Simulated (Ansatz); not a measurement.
# Squeezing and shearing amorphous Si (100 atoms), part 3 of 3

How stiff is amorphous Si (100 atoms)?

Ansatz 0.2.0; Kohn-Sham DFT, PBE, PAW (set soft_1), plane waves; PAW set soft_1.

The cell: 100 Si. The quench rate of 500 K/ps far exceeds what a furnace or splat quench reaches. The starting topology of bonds comes from the classical model. The Brillouin zone is sampled at Γ only.

So far. Step 9 (Volume -10 %): The relaxation converged after 10 steps, 1.77 eV below its start, with a largest force component of 0.040 eV/Å. Step 9 (Volume -10 %): Volume -10 %: the energy stands 4.56 eV above that of the reference, at a pressure of 7.13 GPa.

## 10. Stretched by 1 % along x

The relaxed cell is strained along x alone, which gives the stiffness along x and its coupling to y and z.

Input file input.yaml:

```yaml
crystal:
  lattice:
    - [12.92844, 0.12843, -0.01549]
    - [0.12971, 12.63019, -0.12872]
    - [-0.01564, -0.12872, 12.88061]
  atoms:
    [... the 100 atom lines of step 4 ...]
kpoints:
  mp_grid: { grid: [1, 1, 1] }
hamiltonian:
  xc: pbe
  pseudopotentials: { kind: paw, azcp: { folder: soft_1 } }
scf:
  occupations: { method: gaussian, width: 0.05 }
output:
  forces: true
  eigenvalues: true
  stress: true
relax:
  f_tol: 0.05
  max_steps: 70
```

The run is started by

```sh
> ansatz run input.yaml --threads 4 --pin off --max-ram 8192MiB --backend cpu --events-out ev --progress --plain --runs-dir out
```

Output:

```text
[...]
Crystal: 100 atoms, lattice volume = 2102.826 Å³
Basis set: ecut = 420 eV, 41139 PW (Γ), exchange–correlation on 180×180×180 points (8 copies of the dense FFT grid, shifted against one another)
Bands: 300, of which v1, the nominal top of the filled ones, is band 200 counted from 1 (199 counted from 0)
Symmetry: 1 space group operations
[...]
k-points: 1
[...]
SCF iter   1: F=—  HF=-63565.096939 eV  |F-HF|=—  |Δ(HF+E_count)|=         —  Δρ=4.12e-2  dr2=4.32e1  ethr=3.10e-3  ⟨swp⟩=8.0  Hψ=1666  notcnv=0  defer=31
[...]
SCF iter   9: F=-63555.127606 eV  HF=-63555.127606 eV  |F-HF|=7.12e-7  |Δ(HF+E_count)|=   2.09e-5  Δρ=4.01e-6  dr2=1.11e-6  ethr=3.20e-9  ⟨swp⟩=4.0  Hψ=1071  notcnv=0
SCF 1 converged in 9 iterations: F = -63555.127606 eV  dr2 = 1.11e-6
[...]
relax step   1: F+E_penalty+E_count = -63555.12760648 eV  Δ(F+E_penalty+E_count) = +0.000e0 eV  max|allowed force component| = 1.438e-1 eV/Å  Δτ_max = 0.0000 Å  (9 SCF iters, dr2 threshold 6.25e-5 eV, accepted)
[...]
relax step   2: F+E_penalty+E_count = -63555.15811895 eV  Δ(F+E_penalty+E_count) = -3.051e-2 eV  max|allowed force component| = 5.322e-2 eV/Å  Δτ_max = 0.0379 Å  (8 SCF iters, accepted)
[...]
relax step   3: F+E_penalty+E_count = -63555.16354105 eV  Δ(F+E_penalty+E_count) = -5.422e-3 eV  max|allowed force component| = 2.563e-2 eV/Å  Δτ_max = 0.0136 Å  (7 SCF iters, accepted)
SCF converged after 7 iterations
Free energy (F): -63555.163541 eV
[...]
Internal energy: -63555.163498 eV  (E = F + TS)
E sigma→0 (E₀):  -63555.163520 eV
Entropy (-TS):   -0.000043 eV (-0.000 meV/atom)
Fermi energy:    5.838682 eV
[...]
--- Forces (eV/Å), atoms counted from 1 ---
  atom   1  Si     0.00278043     0.00277172    -0.00591991
  atom   2  Si     0.00651778     0.00202695    -0.00250566
  atom   3  Si    -0.00387759    -0.00255946    -0.00050060
  atom   4  Si    -0.00759171     0.00309154    -0.00549384
  atom   5  Si     0.00181982    -0.00249910    -0.00357501
  atom   6  Si     0.00092715     0.00203399    -0.00087271
  atom   7  Si    -0.00725103    -0.00041983    -0.00539121
  atom   8  Si     0.00081228    -0.00535579    -0.00221494
  atom   9  Si     0.00359869    -0.00074914    -0.00148923
  atom  10  Si    -0.01087819     0.01064506     0.01163707
  atom  11  Si     0.00097248     0.00308484     0.00608218
  atom  12  Si     0.00051870    -0.00535619     0.00234400
  atom  13  Si     0.00474764    -0.00878495    -0.00059745
  atom  14  Si    -0.00721064    -0.00194060    -0.00065432
[...]
atom  99  Si     0.00725872     0.00244321     0.00144806
  atom 100  Si     0.00023398    -0.00133571     0.00098202
  max |Σ_I F_I| component: 1.38e-5 eV/Å
--- Stress (GPa, compression-positive) ---
       -1.167212       0.023452      -0.024339
        0.023452      -0.384557       0.010437
       -0.024339       0.010437      -0.368926
  P = ⅓ Tr σ = -0.6402 GPa (-6.402 kbar)
--- Band table (eV) ---
[...]
--- Relaxed structure (3 steps of the walk, 3 accepted, 0 SCFs on fresh bases) ---
  F+E_penalty+E_count = -63555.16354105 eV   max|allowed force component| = 2.563e-2 eV/Å
  atoms:
    - { symbol: Si, position: [0.648814, 0.368227, 0.617411] }
    - { symbol: Si, position: [0.690510, 0.108461, 0.750066] }
    - { symbol: Si, position: [0.157292, 0.646961, 0.297554] }
    - { symbol: Si, position: [0.175456, 0.349200, 0.398961] }
[...]
- { symbol: Si, position: [0.087950, 0.116842, 0.089818] }
```

Wall time 36 s (4 threads of Intel Xeon Platinum 8375C at 2.90GHz (Ice Lake), shared host); peak memory 2.2 GiB.

The relaxation converged after 3 steps, 0.0359 eV below its start, with a largest force component of 0.026 eV/Å.

Stretched by 1 % along x: the energy stands 0.0749 eV above that of the reference, at a pressure of -0.640 GPa.

## 11. Compressed by 1 % along x

The relaxed cell is strained along x alone, which gives the stiffness along x and its coupling to y and z.

input.yaml, the sections that differ from step 10:

```yaml
crystal:
  lattice:
    - [12.67244, 0.12843, -0.01549]
    - [0.12715, 12.63019, -0.12872]
    - [-0.01534, -0.12872, 12.88061]
  atoms:
    [... the 100 atom lines of step 4 ...]
# kpoints, hamiltonian, scf, output, relax: as in step 10
```

Output:

```text
[...]
Crystal: 100 atoms, lattice volume = 2061.187 Å³
Basis set: ecut = 420 eV, 40289 PW (Γ), exchange–correlation on 180×180×180 points (8 copies of the dense FFT grid, shifted against one another)
Bands: 300, of which v1, the nominal top of the filled ones, is band 200 counted from 1 (199 counted from 0)
Symmetry: 1 space group operations
[...]
k-points: 1
[...]
SCF iter   1: F=—  HF=-63565.723019 eV  |F-HF|=—  |Δ(HF+E_count)|=         —  Δρ=4.24e-2  dr2=4.48e1  ethr=3.10e-3  ⟨swp⟩=8.0  Hψ=1665  notcnv=0  defer=33
[...]
SCF iter   8: F=—  HF=-63555.121606 eV  |F-HF|=—  |Δ(HF+E_count)|=   1.60e-4  Δρ=1.37e-5  dr2=1.25e-5  ethr=1.56e-8  ⟨swp⟩=17.0  Hψ=2300  notcnv=0
SCF iter   9: F=-63555.121627 eV  HF=-63555.121627 eV  |F-HF|=6.85e-7  |Δ(HF+E_count)|=   2.05e-5  Δρ=4.00e-6  dr2=1.09e-6  ethr=3.13e-9  ⟨swp⟩=4.0  Hψ=1077  notcnv=0
SCF 1 converged in 9 iterations: F = -63555.121627 eV  dr2 = 1.09e-6
[...]
relax step   1: F+E_penalty+E_count = -63555.12162732 eV  Δ(F+E_penalty+E_count) = +0.000e0 eV  max|allowed force component| = 1.551e-1 eV/Å  Δτ_max = 0.0000 Å  (9 SCF iters, dr2 threshold 6.25e-5 eV, accepted)
[...]
relax step   2: F+E_penalty+E_count = -63555.15857002 eV  Δ(F+E_penalty+E_count) = -3.694e-2 eV  max|allowed force component| = 6.017e-2 eV/Å  Δτ_max = 0.0365 Å  (8 SCF iters, accepted)
[...]
relax step   3: F+E_penalty+E_count = -63555.16876184 eV  Δ(F+E_penalty+E_count) = -1.019e-2 eV  max|allowed force component| = 4.409e-2 eV/Å  Δτ_max = 0.0204 Å  (7 SCF iters, accepted)
SCF converged after 7 iterations
Free energy (F): -63555.168762 eV
[...]
Internal energy: -63555.168740 eV  (E = F + TS)
E sigma→0 (E₀):  -63555.168751 eV
Entropy (-TS):   -0.000021 eV (-0.000 meV/atom)
Fermi energy:    6.030418 eV
[...]
Σ components = -63555.168762   (vs F -63555.168762, Δ=0.00e0)
--- Forces (eV/Å), atoms counted from 1 ---
  atom   1  Si    -0.00485924     0.00247411     0.00720822
  atom   2  Si    -0.01298187    -0.00140395     0.00136967
  atom   3  Si     0.00505391     0.00635208     0.00445936
  atom   4  Si     0.00993906    -0.00409528     0.00845512
[...]
atom 100  Si     0.00460187     0.00242031    -0.00657796
  max |Σ_I F_I| component: 2.24e-5 eV/Å
--- Stress (GPa, compression-positive) ---
        1.140821      -0.025987       0.028039
       -0.025987       0.427948      -0.002655
        0.028039      -0.002655       0.367891
  P = ⅓ Tr σ = 0.6456 GPa (6.456 kbar)
--- Band table (eV) ---
[...]
--- Relaxed structure (3 steps of the walk, 3 accepted, 0 SCFs on fresh bases) ---
  F+E_penalty+E_count = -63555.16876184 eV   max|allowed force component| = 4.409e-2 eV/Å
  atoms:
    - { symbol: Si, position: [0.649411, 0.368676, 0.616719] }
    - { symbol: Si, position: [0.690117, 0.107929, 0.749218] }
    - { symbol: Si, position: [0.153537, 0.647468, 0.298993] }
    - { symbol: Si, position: [0.173998, 0.348999, 0.397636] }
[...]
- { symbol: Si, position: [0.089118, 0.118598, 0.088427] }
```

Elapsed: 36 s, on 4 threads; peak memory 2.2 GiB.

The relaxation converged after 3 steps, 0.0471 eV below its start, with a largest force component of 0.044 eV/Å.

Compressed by 1 % along x: the energy stands 0.0697 eV above that of the reference, at a pressure of 0.646 GPa.

## 12. Sheared by 2 % in xy

A shear of the relaxed cell gives the modulus that volume changes can't reach.

input.yaml, the sections that differ from step 11:

```yaml
crystal:
  lattice:
    - [12.80172, 0.25643, -0.01549]
    - [0.25473, 12.63147, -0.12872]
    - [-0.01678, -0.12887, 12.88061]
  atoms:
    [... the 100 atom lines of step 4 ...]
# kpoints, hamiltonian, scf, output, relax: as in step 11
```

Output:

```text
[...]
Crystal: 100 atoms, lattice volume = 2081.797 Å³
Basis set: ecut = 420 eV, 40705 PW (Γ), exchange–correlation on 180×180×180 points (8 copies of the dense FFT grid, shifted against one another)
Bands: 300, of which v1, the nominal top of the filled ones, is band 200 counted from 1 (199 counted from 0)
Symmetry: 1 space group operations
[...]
k-points: 1
[...]
SCF iter   1: F=—  HF=-63565.394516 eV  |F-HF|=—  |Δ(HF+E_count)|=         —  Δρ=4.18e-2  dr2=4.41e1  ethr=3.10e-3  ⟨swp⟩=8.0  Hψ=1666  notcnv=0  defer=34
[...]
SCF iter   8: F=—  HF=-63555.070592 eV  |F-HF|=—  |Δ(HF+E_count)|=   1.81e-4  Δρ=1.44e-5  dr2=1.35e-5  ethr=2.85e-8  ⟨swp⟩=2.0  Hψ=403  notcnv=0  defer=94
SCF iter   9: F=-63555.070617 eV  HF=-63555.070616 eV  |F-HF|=8.34e-7  |Δ(HF+E_count)|=   2.42e-5  Δρ=4.06e-6  dr2=1.13e-6  ethr=3.38e-9  ⟨swp⟩=17.0  Hψ=2203  notcnv=0
SCF 1 converged in 9 iterations: F = -63555.070617 eV  dr2 = 1.13e-6
[...]
relax step   1: F+E_penalty+E_count = -63555.07061722 eV  Δ(F+E_penalty+E_count) = +0.000e0 eV  max|allowed force component| = 1.915e-1 eV/Å  Δτ_max = 0.0000 Å  (9 SCF iters, dr2 threshold 6.25e-5 eV, accepted)
[...]
relax step   2: F+E_penalty+E_count = -63555.13465950 eV  Δ(F+E_penalty+E_count) = -6.404e-2 eV  max|allowed force component| = 9.279e-2 eV/Å  Δτ_max = 0.0242 Å  (8 SCF iters, accepted)
[...]
relax step   3: F+E_penalty+E_count = -63555.14651559 eV  Δ(F+E_penalty+E_count) = -1.186e-2 eV  max|allowed force component| = 5.975e-2 eV/Å  Δτ_max = 0.0265 Å  (8 SCF iters, accepted)
relax step   4: F+E_penalty+E_count = -63555.14872281 eV  Δ(F+E_penalty+E_count) = -2.207e-3 eV  max|allowed force component| = 5.994e-2 eV/Å  Δτ_max = 0.0144 Å  (7 SCF iters, accepted)
[...]
relax step   5: F+E_penalty+E_count = -63555.15165657 eV  Δ(F+E_penalty+E_count) = -2.934e-3 eV  max|allowed force component| = 3.634e-2 eV/Å  Δτ_max = 0.0364 Å  (8 SCF iters, accepted)
SCF converged after 8 iterations
Free energy (F): -63555.151657 eV
[...]
Internal energy: -63555.151457 eV  (E = F + TS)
E sigma→0 (E₀):  -63555.151557 eV
Entropy (-TS):   -0.000200 eV (-0.002 meV/atom)
Fermi energy:    5.931037 eV
[...]
Σ components = -63555.151657   (vs F -63555.151657, Δ=0.00e0)
--- Forces (eV/Å), atoms counted from 1 ---
  atom   1  Si    -0.00568561     0.00064979     0.00000905
  atom   2  Si     0.00404454     0.00060732    -0.00078455
  atom   3  Si    -0.00004800    -0.00070717     0.00405472
  atom   4  Si     0.00271962     0.00188432     0.00099909
[...]
atom 100  Si     0.00771914     0.01201931     0.00014359
  max |Σ_I F_I| component: 4.50e-5 eV/Å
--- Stress (GPa, compression-positive) ---
        0.004153      -0.679745       0.031566
       -0.679745       0.020247      -0.028147
        0.031566      -0.028147      -0.009837
  P = ⅓ Tr σ = 0.0049 GPa (0.049 kbar)
--- Band table (eV) ---
[...]
--- Relaxed structure (5 steps of the walk, 5 accepted, 0 SCFs on fresh bases) ---
  F+E_penalty+E_count = -63555.15165657 eV   max|allowed force component| = 3.634e-2 eV/Å
  atoms:
    - { symbol: Si, position: [0.650288, 0.369458, 0.616965] }
    - { symbol: Si, position: [0.691460, 0.106844, 0.747571] }
    - { symbol: Si, position: [0.154825, 0.649716, 0.298269] }
    - { symbol: Si, position: [0.174330, 0.349930, 0.397953] }
[...]
- { symbol: Si, position: [0.087485, 0.117104, 0.089665] }
```

Wall time 57 s (4 threads); peak memory 2.2 GiB; 3.6 min of CPU time.

The relaxation converged after 5 steps, 0.0810 eV below its start, with a largest force component of 0.036 eV/Å.

Sheared by 2 % in xy: the energy stands 0.0868 eV above that of the reference, at a pressure of 0.00485 GPa.

## 13. Pressure against volume

Atoms are relaxed at each volume, in the scaled cell.

```csv
volume change (%),volume (Å³/atom),energy change (meV/atom),pressure (GPa),largest move on relaxing (Å),bonds
-10,18.738,45.57,7.13,0.47,214
-6,19.571,15.87,4.22,0.18,212
-3,20.195,3.83,2.04,0.09,209
+0,20.820,0.00,0.00,-,208
+3,21.445,2.56,-1.63,0.40,205
+6,22.069,10.99,-3.02,0.87,203
```

## 14. Uniaxial strain and shear

Stress (GPa, compression positive) less that of the relaxed cell, atoms relaxed:

```csv
strain,xx,yy,zz,xy,energy change (meV/atom)
stretched by 1 % along x,-1.170,-0.390,-0.365,0.019,0.75
compressed by 1 % along x,1.138,0.422,0.371,-0.031,0.70
sheared by 2 % in xy,0.001,0.015,-0.006,-0.684,0.87
```

## 15. Findings

The bulk modulus, from the slope of pressure against ln V over the three points nearest the relaxed volume, is 61.2 GPa; between neighbouring points the slope runs 67, 69, 67, 55 and 49 GPa from the smallest volume up, not steadily, so no pressure derivative is given. The count of bonds runs from 203 to 214 over the series, so at some points contacts cross the cutoffs. At +6 % some atom moved by over 0.5 Å on relaxing, so those points may sit in another local minimum. In the Cartesian axes of the cell, finite differences give C11 = 115, C12 = 40.6, C13 = 36.8 and C66 = 34.2 GPa (the shear of 2 % is the engineering strain, εxy = 0.01). The mean of C11, C12 and C13, which equals the bulk modulus in a cubic or isotropic solid, is 64.3 GPa: it agrees with the bulk modulus within 10 %. For an isotropic solid C66 would equal (C11 − C12)/2 = 37.4 GPa; so small a sample needn't be isotropic, and C66 rests on one shear. With the bulk modulus and C66 as K and G, Young's modulus would be about 87 GPa and Poisson's ratio 0.26.

**Limits.** Strains are finite and relaxations stop at the force tolerance of the input, which can leave moduli too stiff; they are those of a static cell at zero temperature. Volumes are changed with the cell's shape held, so in an anisotropic solid the modulus lies over the one under free hydrostatic load. The program notes that the SCF threshold of the relaxations is loose for the stress.

The DFT runs together took 13 min of wall time.

[Long decimals in the printed logs are rounded to 6 places.]

[Logs are printed without paths, hosts, clocks, repeated set-up lines and the standing remarks that a program may print on its own settings, such as how far it seeks lower states.]

[Hosts, paths, dates, database ids (printed as entryN), source tags and the programs' standing remarks are cut or masked in the printed files.]
